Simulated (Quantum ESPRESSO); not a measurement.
# Work-function anisotropy of Rh, part 4 of 6

Wanted: work functions of Rh face by face, under two functionals.

Quantum ESPRESSO 7.5; plane-wave DFT, PBE, PseudoDojo norm-conserving pseudopotentials.

So far. Step 6 (Potential by pp.x of (111)): On (111) the work function under PBEsol lies +0.14 eV from PBE's. Step 7 (Relaxation with pw.x of (100), PBE): The relaxation lowers the energy by 7 meV an atom. On the free atoms the largest force ends at 0.021 eV/Å.

## Step 9: Electrostatic potential of (100)

The input, 100.pbe.pot.in:

```
&inputpp
  prefix = '100.pbe'
  outdir = './out'
  filplot = '100.pbe.pot.dat'
  plot_num = 11
/
```

Launch:

```
OMP_NUM_THREADS=1 mpirun -n 4 pp.x -in 100.pbe.pot.in > 100.pbe.pot.out
```

The log of the run:

```text
[banner, memory and clock lines left out]
Program POST-PROC v.7.5 starts
[citation notice left out]

[...]
./out/100.pbe.save/

[...]
Calling punch_plot, plot_num =  11
     Writing data to file  100.pbe.pot.dat
     Message from routine chdens:
     namelist plot not found or invalid, exiting
```

It took 0.7 s on 4 MPI ranks of Arm Neoverse V2, shared host; peak memory 0.12 GiB.

This step gave:

```
work function of the upper face                                       : 5.105 eV
slope of the potential above                                          : 1.69e-4 eV/Å
upper vacuum line continued to the top atoms, over the Fermi level    : 5.104 eV
work function of the lower face                                       : 5.105 eV
slope of the potential below                                          : -1.24e-4 eV/Å
lower vacuum line continued to the bottom atoms, over the Fermi level : 5.105 eV
```

Electrostatic potential energy of an electron; zero at the Fermi level. The potential energy, planar mean by z:

z (Å), potential energy, planar mean (eV) and a bar from the least value:
```
      0.0        5.1 ##############################
      0.5        5.1 ##############################
      1.0        5.1 ##############################
      1.5        5.1 ##############################
      2.0        5.1 ##############################
      2.5        5.1 ##############################
      3.0        5.1 ##############################
      3.5        5.1 ##############################
      4.0        5.1 ##############################
      4.5        5.1 ##############################
      5.0        5.1 ##############################
      5.5        5.0 ##############################
      6.0        4.8 ##############################
      6.5        4.1 #############################
      7.0        1.3 ###########################
      7.5      -11.0 ##################
      8.0      -33.8 
      8.5      -13.5 ################
      9.0       -3.8 #######################
      9.5      -20.4 ##########
     10.0      -31.7 ##
     10.5       -7.3 ####################
     11.0       -3.8 #######################
     11.5      -23.9 ########
     12.0      -29.2 ####
     12.5       -5.6 ######################
     13.0       -4.8 ######################
     13.5      -27.4 #####
     14.0      -26.2 ######
     14.5       -4.8 ######################
     15.0       -9.2 ###################
     15.5      -33.0 #
     16.0      -16.4 #############
     16.5        0.1 ##########################
     17.0        3.8 #############################
     17.5        4.7 ##############################
     18.0        5.0 ##############################
     18.5        5.1 ##############################
     19.0        5.1 ##############################
     19.5        5.1 ##############################
     20.0        5.1 ##############################
     20.5        5.1 ##############################
     21.0        5.1 ##############################
     21.5        5.1 ##############################
     22.0        5.1 ##############################
     22.5        5.1 ##############################
     23.0        5.1 ##############################
     23.5        5.1 ##############################
```

## Step 10: Ground state of (100), PBEsol

Level of this step: plane-wave DFT, PBEsol, PseudoDojo norm-conserving pseudopotentials (Quantum ESPRESSO 7.5).

The input, 100.pbesol.in:

```
&control
  prefix = '100.pbesol'
  outdir = './out'
  pseudo_dir = './pseudo'
  calculation = 'scf'
  tprnfor = .true.
/
&system
  ibrav = 0
  nat = 5
  ntyp = 1
  ecutwfc = 80
  ecutrho = 320
  occupations = 'smearing'
  smearing = 'mv'
  degauss = 0.02
/
&electrons
  conv_thr = 1e-07
  mixing_beta = 0.4
  electron_maxstep = 120
  mixing_mode = 'local-TF'
/
ATOMIC_SPECIES
  Rh  102.9055  Rh.dojo-sr-pbesol-0.4.1-standard.upf
CELL_PARAMETERS angstrom
  2.68700576850888 0.00000000000000 0.00000000000000
  0.00000000000000 2.68700576850888 0.00000000000000
  0.00000000000000 0.00000000000000 23.60000000000000
ATOMIC_POSITIONS crystal
  Rh  0.000000000000 0.000000000000 0.339774394700
  Rh  0.500000000000 0.500000000000 0.417909382500
  Rh  0.000000000000 0.000000000000 0.500000000000
  Rh  0.500000000000 0.500000000000 0.582090617500
  Rh  0.000000000000 0.000000000000 0.660225605300
K_POINTS automatic
  12 12 1 0 0 0
```

Launch:

```
OMP_NUM_THREADS=1 mpirun -n 4 pw.x -nk 4 -in 100.pbesol.in > 100.pbesol.out
```

The log of the run:

```text
[banner, memory and clock lines left out]
Program PWSCF v.7.5 starts
[...]
Message from routine setup:
[...]
number of electrons       =        85.00
     number of Kohn-Sham states=           52
     kinetic-energy cutoff     =      80.0000  Ry
     charge density cutoff     =     320.0000  Ry
[...]
number of k points=    28  Marzari-Vanderbilt smearing, width (Ry)=  0.0200
[...]
Dense  grid:   111405 G-vectors     FFT dimensions: (  30,  30, 256)
[...]
negative rho (up, down):  7.594E-05 0.000E+00
     Starting wfcs are   50 randomized atomic wfcs +    2 random wfcs
[...]
estimated scf accuracy    <       0.60387147 Ry
[...]
estimated scf accuracy    <       0.26427059 Ry
[...]
estimated scf accuracy    <       0.02255867 Ry
[...]
estimated scf accuracy    <       0.03133756 Ry
[...]
estimated scf accuracy    <       0.00399274 Ry
[...]
estimated scf accuracy    <       0.00125521 Ry
[...]
estimated scf accuracy    <       0.00117674 Ry
[...]
estimated scf accuracy    <       0.00035467 Ry
[...]
negative rho (up, down):  1.173E-03 0.000E+00
[...]
estimated scf accuracy    <       0.00016651 Ry
[...]
negative rho (up, down):  7.688E-04 0.000E+00
[...]
estimated scf accuracy    <       0.00004171 Ry
[...]
negative rho (up, down):  4.982E-04 0.000E+00
[...]
estimated scf accuracy    <       0.00001407 Ry
[...]
negative rho (up, down):  1.857E-04 0.000E+00
[...]
estimated scf accuracy    <       0.00000121 Ry
[...]
negative rho (up, down):  4.082E-07 0.000E+00
[...]
estimated scf accuracy    <       0.00000086 Ry
[...]
the Fermi energy is     5.9717 ev
!    total energy              =   -1171.96048799 Ry
     estimated scf accuracy    <       0.00000003 Ry
     smearing contrib. (-TS)   =       0.00109642 Ry
     internal energy E=F+TS    =   -1171.96158442 Ry
[...]
one-electron contribution =   -9750.70666671 Ry
     hartree contribution      =    4887.38790920 Ry
     xc contribution           =    -187.76859224 Ry
     ewald contribution        =    3879.12576533 Ry
     convergence has been achieved in  14 iterations
[...]
Total force =     0.028295     Total SCF correction =     0.001038
[...]
```

Run time: 96 s. Hardware: 4 MPI ranks; peak memory 0.95 GiB.

This step gave:

| Quantity | Value |
| --- | --- |
| free energy | -15945.3348 eV |
| Fermi energy | 5.972 eV |

## Step 11: Electrostatic potential of (100)

The input, 100.pbesol.pot.in:

```
&inputpp
  prefix = '100.pbesol'
  outdir = './out'
  filplot = '100.pbesol.pot.dat'
  plot_num = 11
/
```

Launch:

```
OMP_NUM_THREADS=1 mpirun -n 4 pp.x -in 100.pbesol.pot.in > 100.pbesol.pot.out
```

Elapsed: 0.7 s, on 4 MPI ranks; peak memory 0.12 GiB; 2.5 s of CPU time.

Read from the output:

```
work function of the upper face                                       : 5.231 eV
slope of the potential above                                          : 1.42e-4 eV/Å
upper vacuum line continued to the top atoms, over the Fermi level    : 5.231 eV
work function of the lower face                                       : 5.231 eV
slope of the potential below                                          : -1.04e-4 eV/Å
lower vacuum line continued to the bottom atoms, over the Fermi level : 5.231 eV
```

On (100) the work function under PBEsol lies +0.13 eV from PBE's.

(Continued in part 5 of 6.)

[Logs are printed without paths, hosts, clocks, repeated set-up lines and the standing remarks that a program may print on its own settings, such as how far it seeks lower states.]

[Hosts, paths, dates, database ids (printed as entryN), source tags and the programs' standing remarks are cut or masked in the printed files.]

[Maps of the electrostatic potential energy from Ansatz leave out the sawtooth potential of an applied field or a dipole correction, so their vacuum need not be flat; planar profiles and work functions include it.]
